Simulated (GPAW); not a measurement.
## Ballistic transport through 1,4-phenylene between two Al chains, from relaxation to T(E)

Aim: the conductance of 1,4-phenylene between two Al chains after relaxation, and whether geometry, basis or functional moves it most.

Calculated with GPAW 26.7.0; GPAW LCAO, PAW setups; relaxation of the junction within the symmetry of its start, lead ends held, in the first sound run; inputs show where later runs differ.

### Step 1. Set-up

The cell holds 24 atoms: 14 Al, 6 C and 4 H. Cell: a = 10.798 Å, b = 9.000 Å, c = 37.810 Å, α = 90.0°, β = 90.0°, γ = 90.0°. Regions: left lead, 7 atoms (7 Al); channel, 10 atoms (6 C and 4 H); right lead, 7 atoms (7 Al). Vacuum lies along a and b. The structure is stacked along c, and the current runs across the ab planes.

### Step 2. Relaxation

Transmission follows bond lengths closely, so the atoms between the held lead ends are relaxed first, within whatever symmetry the start has.

Contents of run.py:

```python
import json
from ase import Atoms
from ase.constraints import FixAtoms
from ase.optimize import BFGS
from gpaw import GPAW, FermiDirac

device = Atoms(
    ['Al', 'Al', 'Al', 'Al', 'Al', 'Al', 'Al', 'C', 'H', 'H', 'C', 'C', 'C', 'C', 'H', 'H', 'C', 'Al', 'Al', 'Al', 'Al', 'Al', 'Al', 'Al'],
    positions=[
        [5.39909, 4.50000, 1.20000],
        [5.39909, 4.50000, 3.60000],
        [5.39909, 4.50000, 6.00000],
        [5.39909, 4.50000, 8.40000],
        [5.39909, 4.50000, 10.80000],
        [5.39909, 4.50000, 13.20000],
        [5.39909, 4.50000, 15.60000],
        [5.39909, 4.50000, 17.51000],
        [7.54818, 4.50000, 17.66405],
        [3.25000, 4.50000, 17.66405],
        [6.60705, 4.50000, 18.20741],
        [4.19114, 4.50000, 18.20741],
        [6.60705, 4.50000, 19.60224],
        [4.19114, 4.50000, 19.60224],
        [7.54818, 4.50000, 20.14560],
        [3.25000, 4.50000, 20.14560],
        [5.39909, 4.50000, 20.29965],
        [5.39909, 4.50000, 22.20965],
        [5.39909, 4.50000, 24.60965],
        [5.39909, 4.50000, 27.00965],
        [5.39909, 4.50000, 29.40965],
        [5.39909, 4.50000, 31.80965],
        [5.39909, 4.50000, 34.20965],
        [5.39909, 4.50000, 36.60965]],
    cell=[[10.79818, 0.0, 0.0], [0.0, 9.0, 0.0], [0.0, 0.0, 37.80965]],
    pbc=True)

device.set_constraint(FixAtoms([0, 1, 2, 3, 4, 5, 18, 19, 20, 21, 22, 23]))
device.calc = GPAW(mode='lcao', basis='dzp', xc='PBE', h=0.18,
                   kpts={'size': (1, 1, 2), 'gamma': True},
                   symmetry={'tolerance': 1e-3, 'extra_ids': [1, 1, 1, 1, 1, 1, 0, 0, 0, 0, 0, 0, 0, 0, 0, 0, 0, 0, 1, 1, 1, 1, 1, 1]},
                   occupations=FermiDirac(0.1), maxiter=250,
                   mixer=dict(beta=0.1, nmaxold=8, weight=100.0),
                   convergence=dict(density=0.0001), txt='relax.txt')
path = []
opt = BFGS(device, maxstep=0.15)
opt.attach(lambda: path.append((device.get_potential_energy(), device.positions.tolist(), device.get_forces().tolist())))
relaxed = bool(opt.run(fmax=0.05, steps=50))
json.dump(dict(relaxed=relaxed, path=path, positions=device.positions.tolist(), moments=device.get_magnetic_moments().tolist(),
               forces=device.get_forces(apply_constraint=False).tolist()), open('result.json', 'w'))
```

Started as:

```sh
$ OMP_NUM_THREADS=1 OPENBLAS_NUM_THREADS=1 python run.py
```

The program printed:

```text
Step          Energy          fmax
BFGS:    0      -90.364365        1.191856
BFGS:    1      -90.433830        0.867745
BFGS:    2      -90.487477        0.421600
BFGS:    3      -90.507515        0.113258
BFGS:    4      -90.508567        0.076681
BFGS:    5      -90.509448        0.063190
BFGS:    6      -90.510095        0.067793
BFGS:    7      -90.510724        0.054377
BFGS:    8      -90.510917        0.028396
```

Elapsed: 8.7 min, on 1 thread of Arm Neoverse V1, shared host; peak memory 1.8 GiB.

Step by step:

| step | energy less that of the first step (eV) | largest force (eV/Å) |
| --- | --- | --- |
| 1 | 0.0000 | 1.1919 |
| 2 | -0.0698 | 0.8677 |
| 3 | -0.1232 | 0.4216 |
| 4 | -0.1429 | 0.1133 |
| 5 | -0.1439 | 0.0767 |
| 6 | -0.1447 | 0.0632 |
| 7 | -0.1454 | 0.0678 |
| 8 | -0.1461 | 0.0544 |
| 9 | -0.1463 | 0.0284 |

The atoms that moved most (Å):

| atom | dx | dy | dz | length |
| --- | --- | --- | --- | --- |
| H10 | -0.046 | 0.000 | -0.001 | 0.046 |
| H16 | -0.046 | 0.000 | 0.001 | 0.046 |
| H9 | 0.046 | 0.000 | -0.001 | 0.046 |
| H15 | 0.046 | 0.000 | 0.001 | 0.046 |
| Al7 | 0.000 | 0.000 | -0.045 | 0.045 |
| Al18 | 0.000 | 0.000 | 0.045 | 0.045 |
| C8 | 0.000 | 0.000 | -0.031 | 0.031 |
| C17 | 0.000 | 0.000 | 0.031 | 0.031 |

The relaxation lowered the energy of the cell by 0.146 eV (energies extrapolated to zero smearing; the optimiser's log prints free energies). The largest force left on a free atom is 0.028 eV/Å.

### Step 3. GPAW, dzp

The script solves lead and junction separately, takes H and S in the orbital basis, and joins semi-infinite leads through their self-energies; the dzp basis is the working standard.

This step: GPAW LCAO, PAW setups; Landauer transmission from Green's functions with principal layers (ASE), zero bias (GPAW 26.7.0).

Contents of run.py:

```python
import json
import numpy as np
from ase import Atoms
from ase.transport.calculators import TransportCalculator
from gpaw import GPAW, FermiDirac
from gpaw.lcao.tools import get_lcao_hamiltonian
from scipy.linalg import eigh

# The junction with lead layers at both ends, along the third cell vector
device = Atoms(
    ['Al', 'Al', 'Al', 'Al', 'Al', 'Al', 'Al', 'C', 'H', 'H', 'C', 'C', 'C', 'C', 'H', 'H', 'C', 'Al', 'Al', 'Al', 'Al', 'Al', 'Al', 'Al'],
    positions=[
        [5.39909, 4.50000, 1.20000],
        [5.39909, 4.50000, 3.60000],
        [5.39909, 4.50000, 6.00000],
        [5.39909, 4.50000, 8.40000],
        [5.39909, 4.50000, 10.80000],
        [5.39909, 4.50000, 13.20000],
        [5.39909, 4.50000, 15.55505],
        [5.39909, 4.50000, 17.47907],
        [7.59400, 4.50000, 17.66349],
        [3.20418, 4.50000, 17.66349],
        [6.62467, 4.50000, 18.20534],
        [4.17352, 4.50000, 18.20534],
        [6.62467, 4.50000, 19.60431],
        [4.17352, 4.50000, 19.60431],
        [7.59400, 4.50000, 20.14616],
        [3.20418, 4.50000, 20.14616],
        [5.39909, 4.50000, 20.33058],
        [5.39909, 4.50000, 22.25460],
        [5.39909, 4.50000, 24.60965],
        [5.39909, 4.50000, 27.00965],
        [5.39909, 4.50000, 29.40965],
        [5.39909, 4.50000, 31.80965],
        [5.39909, 4.50000, 34.20965],
        [5.39909, 4.50000, 36.60965]],
    cell=[[10.79818, 0.0, 0.0], [0.0, 9.0, 0.0], [0.0, 0.0, 37.80965]],
    pbc=True)

# One principal layer of the lead: the first 4 atoms of the device
lead = Atoms(
    ['Al', 'Al', 'Al', 'Al'],
    positions=[
        [5.39909, 4.50000, 1.20000],
        [5.39909, 4.50000, 3.60000],
        [5.39909, 4.50000, 6.00000],
        [5.39909, 4.50000, 8.40000]],
    cell=[[10.79818, 0.0, 0.0], [0.0, 9.0, 0.0], [0.0, 0.0, 9.6]],
    pbc=True)

settings = dict(mode='lcao', basis='dzp', xc='PBE', h=0.2,
                occupations=FermiDirac(0.1), maxiter=250,
                mixer=dict(beta=0.1, nmaxold=8, weight=100.0),
                convergence=dict(density=0.0001))
energies = np.arange(-2, 2 + 1e-9, 0.025)
eta = 0.0001
n1, n2 = 1, 1
# k and -k transmit alike, so half of the mesh across the current serves
mesh = [(i, j) for i in range(n1) for j in range(n2) if (i, j) <= (-i % n1, -j % n2)]
weights = np.array([1 if (i, j) == (-i % n1, -j % n2) else 2 for i, j in mesh]) / (n1 * n2)

# [... helper functions left out ...]
fermi_lead = ground_state(lead, (1, 1, 12), 'lead.txt')
fermi_device = ground_state(device, (1, 1, 2), 'device.txt')
# [... loop over the mesh left out, but for ...]
        # Shift the lead onto the potential of the device's first layer
        shift = ((H[:, 0, 0] - H0[:, 0, 0]) / S0[0, 0]).real.mean()
# [...]
kT = 8.617333e-5 * 300
bias = [0.1, 0.2, 0.5, 1.0, 1.5, 2.0]
# [... integrals and printing left out ...]
```

The program printed:

```text
basis functions: device 280, principal layer 52
Fermi level: lead -3.3024 eV, device -3.0845 eV; lead shifted by -0.0049 eV
largest coupling past the next layer 1.11e-15 eV, largest misfit of the first layer 0.035 eV
  E-E_F (eV)   T (one spin)  channels
    -2.000    1.8783e-02    1.0000
    -1.975    1.7299e-02    1.0000
    -1.950    1.5909e-02    1.0000
    -1.925    1.4609e-02    1.0000
    -1.900    1.3393e-02    1.0000
    -1.875    1.2256e-02    1.0000
    -1.850    1.1194e-02    1.0000
    -1.825    1.0203e-02    1.0000
    -1.800    9.2773e-03    1.0000
    -1.775    8.4141e-03    1.0000
    -1.750    7.6094e-03    1.0000
    -1.725    6.8598e-03    1.0000
    -1.700    6.1618e-03    1.0000
    -1.675    5.5125e-03    1.0000
    -1.650    4.9088e-03    1.0000
    -1.625    4.3480e-03    1.0000
[...]
1.825    1.0467e+00    3.0000
     1.850    1.0421e+00    3.0000
     1.875    1.0366e+00    3.0000
     1.900    1.0302e+00    3.0000
     1.925    1.0231e+00    3.0000
     1.950    1.0152e+00    3.0000
     1.975    1.0067e+00    3.0000
     2.000    9.9764e-01    3.0000
conductance at 300 K: 0.63042 G0 a cell; thermopower -0.3472 uV/K
current from the zero-bias T(E) at 0.1 V: 4.862 uA
current from the zero-bias T(E) at 0.2 V: 9.5941 uA
current from the zero-bias T(E) at 0.5 V: 22.142 uA
current from the zero-bias T(E) at 1.0 V: 35.097 uA
current from the zero-bias T(E) at 1.5 V: 44.678 uA
current from the zero-bias T(E) at 2.0 V: 56.222 uA
```

It took 88 s on 1 thread; peak memory 1.4 GiB.

Numbers from this step:

| Item | Value |
| --- | --- |
| conductance | 0.6304 G₀ |
| largest coupling past the next principal layer | 1.11e-15 eV |
| largest misfit of the first principal layer | 0.03450 eV |
| shift that aligns the lead | -0.004950 eV |
| basis functions of the junction | 280 |
| basis functions of a principal layer | 52 |
| transmission at the Fermi level (one spin) | 0.6387 |
| open channels of the lead at the Fermi level (one spin) | 2 |

One spin. Transmission, zone mean against energy, zero at the Fermi level:

energy (eV), transmission, zone mean and a bar:
```
   -2.000       0.02 #
   -1.800       0.01 
   -1.600       0.00 
   -1.400       0.00 
   -1.200       0.00 
   -1.000       0.00 
   -0.800       0.00 
   -0.600       0.00 
   -0.400       0.02 
   -0.200       0.49 ##############
    0.000       0.64 ##################
    0.200       0.55 ################
    0.400       0.47 #############
    0.600       0.48 ##############
    0.800       0.55 ################
    1.000       0.68 ###################
    1.200       0.82 #######################
    1.400       0.96 ###########################
    1.600       1.04 ##############################
    1.725       1.05 ##############################
    1.800       1.05 ##############################
    2.000       1.00 ############################
```

Crossings of the lead's bands, unfolded to its shortest repeat. Table of open channels, zone mean by energy, zero at the Fermi level:

energy (eV), open channels, zone mean and a bar:
```
   -2.000       1.00 ##########
   -1.900       1.00 ##########
   -1.800       1.00 ##########
   -1.700       1.00 ##########
   -1.600       1.00 ##########
   -1.500       1.00 ##########
   -1.400       1.00 ##########
   -1.300       0.00 
   -1.200       0.00 
   -1.100       0.00 
   -1.000       0.00 
   -0.900       0.00 
   -0.800       0.00 
   -0.700       0.00 
   -0.600       0.00 
   -0.500       0.00 
   -0.400       2.00 ####################
   -0.300       2.00 ####################
   -0.200       2.00 ####################
   -0.100       2.00 ####################
    0.000       2.00 ####################
    0.100       2.00 ####################
    0.200       2.00 ####################
    0.300       2.00 ####################
    0.400       2.00 ####################
    0.500       2.00 ####################
    0.600       2.00 ####################
    0.700       2.00 ####################
    0.800       2.00 ####################
    0.900       2.00 ####################
    1.000       3.00 ##############################
    1.100       3.00 ##############################
    1.200       3.00 ##############################
    1.300       3.00 ##############################
    1.400       3.00 ##############################
    1.500       3.00 ##############################
    1.600       3.00 ##############################
    1.700       3.00 ##############################
    1.800       3.00 ##############################
    1.900       3.00 ##############################
    2.000       3.00 ##############################
```

Not self-consistent under bias; the bias window is split evenly. The current through one cell, from the zero-bias transmission by bias:

| bias (V) | current through one cell, from the zero-bias transmission (μA) |
| --- | --- |
| 0.100 | 4.86 |
| 0.200 | 9.59 |
| 0.500 | 22.1 |
| 1.000 | 35.1 |
| 1.500 | 44.7 |
| 2.000 | 56.2 |

Table of transmission of the three most open eigenchannels by energy, zero at the Fermi level:

| energy (eV) | channel 1 | channel 2 | channel 3 |
| --- | --- | --- | --- |
| -2.000 | 0.0188 | 0 | 0 |
| -1.800 | 0.00928 | 0 | 0 |
| -1.600 | 0.00383 | 0 | 0 |
| -1.400 | 8.6e-4 | 0 | 0 |
| -1.200 | 2.7e-12 | 0 | 0 |
| -1.000 | 0 | 0 | 0 |
| -0.800 | 0 | 0 | 0 |
| -0.600 | 0 | 0 | 0 |
| -0.400 | 0.0154 | 0.00102 | 0 |
| -0.200 | 0.468 | 0.0232 | 0 |
| 0.000 | 0.609 | 0.0293 | 0 |
| 0.200 | 0.528 | 0.0201 | 0 |
| 0.400 | 0.460 | 0.0143 | 0 |
| 0.600 | 0.471 | 0.0124 | 0 |
| 0.800 | 0.540 | 0.0122 | 1.6e-11 |
| 1.000 | 0.647 | 0.0191 | 0.0126 |
| 1.200 | 0.779 | 0.0312 | 0.0135 |
| 1.400 | 0.906 | 0.0350 | 0.0146 |
| 1.600 | 0.986 | 0.0377 | 0.0160 |
| 1.800 | 0.992 | 0.0404 | 0.0176 |
| 2.000 | 0.935 | 0.0434 | 0.0193 |

Couplings past the next layer reach 1.1e-15 eV, small enough to drop; the matrix elements of the cell's first layer differ from the bulk lead's by up to 0.035 eV. That layer keeps its own values in the calculation, and only beyond it is the lead taken as perfect. The Fermi levels of lead and junction count from different zeros of potential, one for each periodic cell; with both set to zero, the small remaining shift is what aligns them. By hand: G = 0.6304 × 77.48 μS = 48.8 μS, a resistance of 20.5 kΩ; at 0.1 V a linear junction would pass 4.88 μA, and the integral over the bias window gives 4.86 μA.

### Step 4. Single-zeta polarised basis

One radial function a shell plus polarisation makes the matrices smaller; the question is what that costs.

Changes to run.py since step 3:

```diff
@@ -50,3 +50,3 @@
 
-settings = dict(mode='lcao', basis='dzp', xc='PBE', h=0.2,
+settings = dict(mode='lcao', basis='szp(dzp)', xc='PBE', h=0.2,
                 occupations=FermiDirac(0.1), maxiter=250,
```

The program printed:

```text
basis functions: device 196, principal layer 36
Fermi level: lead -3.7774 eV, device -3.6166 eV; lead shifted by -0.0054 eV
largest coupling past the next layer 1.13e-15 eV, largest misfit of the first layer 0.034 eV
  E-E_F (eV)   T (one spin)  channels
    -2.000    2.2139e-03    1.0000
    -1.975    2.0079e-03    1.0000
    -1.950    1.8166e-03    1.0000
    -1.925    1.6390e-03    1.0000
    -1.900    1.4745e-03    1.0000
    -1.875    1.3221e-03    1.0000
    -1.850    1.1813e-03    1.0000
    -1.825    1.0514e-03    1.0000
    -1.800    9.3170e-04    1.0000
    -1.775    8.2164e-04    1.0000
    -1.750    7.2065e-04    1.0000
    -1.725    6.2818e-04    1.0000
    -1.700    5.4374e-04    1.0000
    -1.675    4.6685e-04    1.0000
    -1.650    3.9705e-04    1.0000
    -1.625    3.3390e-04    1.0000
[...]
1.825    8.2420e-01    3.0000
     1.850    8.1088e-01    3.0000
     1.875    7.9776e-01    3.0000
     1.900    7.8484e-01    3.0000
     1.925    7.7216e-01    3.0000
     1.950    7.5973e-01    3.0000
     1.975    7.4757e-01    3.0000
     2.000    7.3570e-01    3.0000
conductance at 300 K: 0.66973 G0 a cell; thermopower -1.627 uV/K
current from the zero-bias T(E) at 0.1 V: 5.1649 uA
current from the zero-bias T(E) at 0.2 V: 10.191 uA
current from the zero-bias T(E) at 0.5 V: 23.537 uA
current from the zero-bias T(E) at 1.0 V: 37.538 uA
current from the zero-bias T(E) at 1.5 V: 50.09 uA
current from the zero-bias T(E) at 2.0 V: 66.09 uA
```

The job ended after 67 s (1 thread; peak memory 1.3 GiB).

Numbers from this step:

```yaml
conductance: 0.6697 G₀
thermopower: -1.627 μV/K
largest_coupling_past_the_next_principal_layer: 1.13e-15 eV
largest_misfit_of_the_first_principal_layer: 0.03429 eV
shift_that_aligns_the_lead: -0.005409 eV
basis_functions_of_the_junction: 196
basis_functions_of_a_principal_layer: 36
transmission_at_the_fermi_level_one_spin: 0.6786
```

One spin. Transmission, zone mean against energy, zero at the Fermi level:

| energy (eV) | transmission, zone mean |
| --- | --- |
| -2.000 | 0.00221 |
| -1.800 | 9.3e-4 |
| -1.600 | 2.8e-4 |
| -1.400 | 4.5e-6 |
| -1.200 | 0 |
| -1.000 | 0 |
| -0.800 | 0 |
| -0.600 | 0 |
| -0.400 | 5.1e-10 |
| -0.200 | 0.496 |
| 0.000 | 0.679 |
| 0.200 | 0.610 |
| 0.400 | 0.571 |
| 0.600 | 0.629 |
| 0.800 | 0.766 |
| 1.000 | 0.923 |
| 1.200 | 1.02 |
| 1.300 | 1.04 |
| 1.400 | 1.02 |
| 1.600 | 0.945 |
| 1.800 | 0.838 |
| 2.000 | 0.736 |

Crossings of the lead's bands, unfolded to its shortest repeat. Open channels, zone mean against energy, zero at the Fermi level:

energy (eV), open channels, zone mean and a bar:
```
   -2.000       1.00 ##########
   -1.800       1.00 ##########
   -1.600       1.00 ##########
   -1.400       1.00 ##########
   -1.200       0.00 
   -1.000       0.00 
   -0.800       0.00 
   -0.600       0.00 
   -0.400       0.00 
   -0.200       2.00 ####################
    0.000       2.00 ####################
    0.200       2.00 ####################
    0.400       2.00 ####################
    0.600       2.00 ####################
    0.800       3.00 ##############################
    1.000       3.00 ##############################
    1.200       3.00 ##############################
    1.400       3.00 ##############################
    1.600       3.00 ##############################
    1.800       3.00 ##############################
    2.000       3.00 ##############################
```

Not self-consistent under bias; the bias window is split evenly. Current through one cell, from the zero-bias transmission against bias:

| bias (V) | current through one cell, from the zero-bias transmission (μA) |
| --- | --- |
| 0.100 | 5.16 |
| 0.200 | 10.2 |
| 0.500 | 23.5 |
| 1.000 | 37.5 |
| 1.500 | 50.1 |
| 2.000 | 66.1 |

Transmission of the three most open eigenchannels against energy, zero at the Fermi level:

| energy (eV) | channel 1 | channel 2 | channel 3 |
| --- | --- | --- | --- |
| -2.000 | 0.00221 | 0 | 0 |
| -1.900 | 0.00147 | 0 | 0 |
| -1.800 | 9.3e-4 | 0 | 0 |
| -1.700 | 5.4e-4 | 0 | 0 |
| -1.600 | 2.8e-4 | 0 | 0 |
| -1.500 | 1.0e-4 | 0 | 0 |
| -1.400 | 4.5e-6 | 0 | 0 |
| -1.300 | 0 | 0 | 0 |
| -1.200 | 0 | 0 | 0 |
| -1.100 | 0 | 0 | 0 |
| -1.000 | 0 | 0 | 0 |
| -0.900 | 0 | 0 | 0 |
| -0.800 | 0 | 0 | 0 |
| -0.700 | 0 | 0 | 0 |
| -0.600 | 0 | 0 | 0 |
| -0.500 | 0 | 0 | 0 |
| -0.400 | 4.8e-10 | 3.1e-11 | 0 |
| -0.300 | 0.347 | 0.0162 | 0 |
| -0.200 | 0.475 | 0.0211 | 0 |
| -0.100 | 0.598 | 0.0261 | 0 |
| 0.000 | 0.652 | 0.0268 | 0 |
| 0.100 | 0.633 | 0.0227 | 0 |
| 0.200 | 0.592 | 0.0182 | 0 |
| 0.300 | 0.563 | 0.0150 | 0 |
| 0.400 | 0.558 | 0.0131 | 0 |
| 0.500 | 0.577 | 0.0121 | 0 |
| 0.600 | 0.617 | 0.0115 | 6.0e-12 |
| 0.700 | 0.674 | 0.0114 | 2.6e-10 |
| 0.800 | 0.743 | 0.0118 | 0.0115 |
| 0.900 | 0.817 | 0.0200 | 0.0117 |
| 1.000 | 0.889 | 0.0224 | 0.0121 |
| 1.100 | 0.948 | 0.0233 | 0.0125 |
| 1.200 | 0.986 | 0.0238 | 0.0131 |
| 1.300 | 0.998 | 0.0242 | 0.0138 |
| 1.400 | 0.985 | 0.0245 | 0.0145 |
| 1.500 | 0.951 | 0.0249 | 0.0153 |
| 1.600 | 0.904 | 0.0254 | 0.0161 |
| 1.700 | 0.849 | 0.0258 | 0.0170 |
| 1.800 | 0.793 | 0.0264 | 0.0179 |
| 1.900 | 0.739 | 0.0270 | 0.0189 |
| 2.000 | 0.688 | 0.0276 | 0.0198 |

The conductance, 0.670 G₀, lies 6.2 % above that of the dzp run.

### Step 5. Minimal basis

One function for each valence shell of the setup, as for a first survey of a large system.

Changes to run.py since step 4:

```diff
@@ -50,3 +50,3 @@
 
-settings = dict(mode='lcao', basis='szp(dzp)', xc='PBE', h=0.2,
+settings = dict(mode='lcao', basis='sz(dzp)', xc='PBE', h=0.2,
                 occupations=FermiDirac(0.1), maxiter=250,
```

The program printed:

```text
basis functions: device 84, principal layer 16
Fermi level: lead -4.0340 eV, device -3.8758 eV; lead shifted by -0.0065 eV
largest coupling past the next layer 8.25e-16 eV, largest misfit of the first layer 0.043 eV
  E-E_F (eV)   T (one spin)  channels
    -2.000    7.6731e-04    1.0000
    -1.975    6.6382e-04    1.0000
    -1.950    5.6775e-04    1.0000
[...]
1.975    9.8859e-01    3.0000
     2.000    9.8420e-01    3.0000
conductance at 300 K: 0.68194 G0 a cell; thermopower -1.25 uV/K
current from the zero-bias T(E) at 0.1 V: 5.2615 uA
current from the zero-bias T(E) at 0.2 V: 10.394 uA
current from the zero-bias T(E) at 0.5 V: 24.14 uA
current from the zero-bias T(E) at 1.0 V: 39.227 uA
current from the zero-bias T(E) at 1.5 V: 50.726 uA
current from the zero-bias T(E) at 2.0 V: 64.536 uA
```

Elapsed: 40 s, on 1 thread; peak memory 1.2 GiB.

Numbers from this step:

```yaml
conductance: 0.6819 G₀
largest_coupling_past_the_next_principal_layer: 8.25e-16 eV
largest_misfit_of_the_first_principal_layer: 0.04284 eV
shift_that_aligns_the_lead: -0.006479 eV
basis_functions_of_the_junction: 84
basis_functions_of_a_principal_layer: 16
transmission_at_the_fermi_level_one_spin: 0.6901
```

The conductance, 0.682 G₀, lies 8.2 % above that of the dzp run.

(Part 1 of 2 ends here.)

[Logs are printed without paths, hosts, clocks, repeated set-up lines and the standing remarks that a program may print on its own settings, such as how far it seeks lower states.]

[Hosts, paths, dates, database ids (printed as entryN), source tags and the programs' standing remarks are cut or masked in the printed files.]
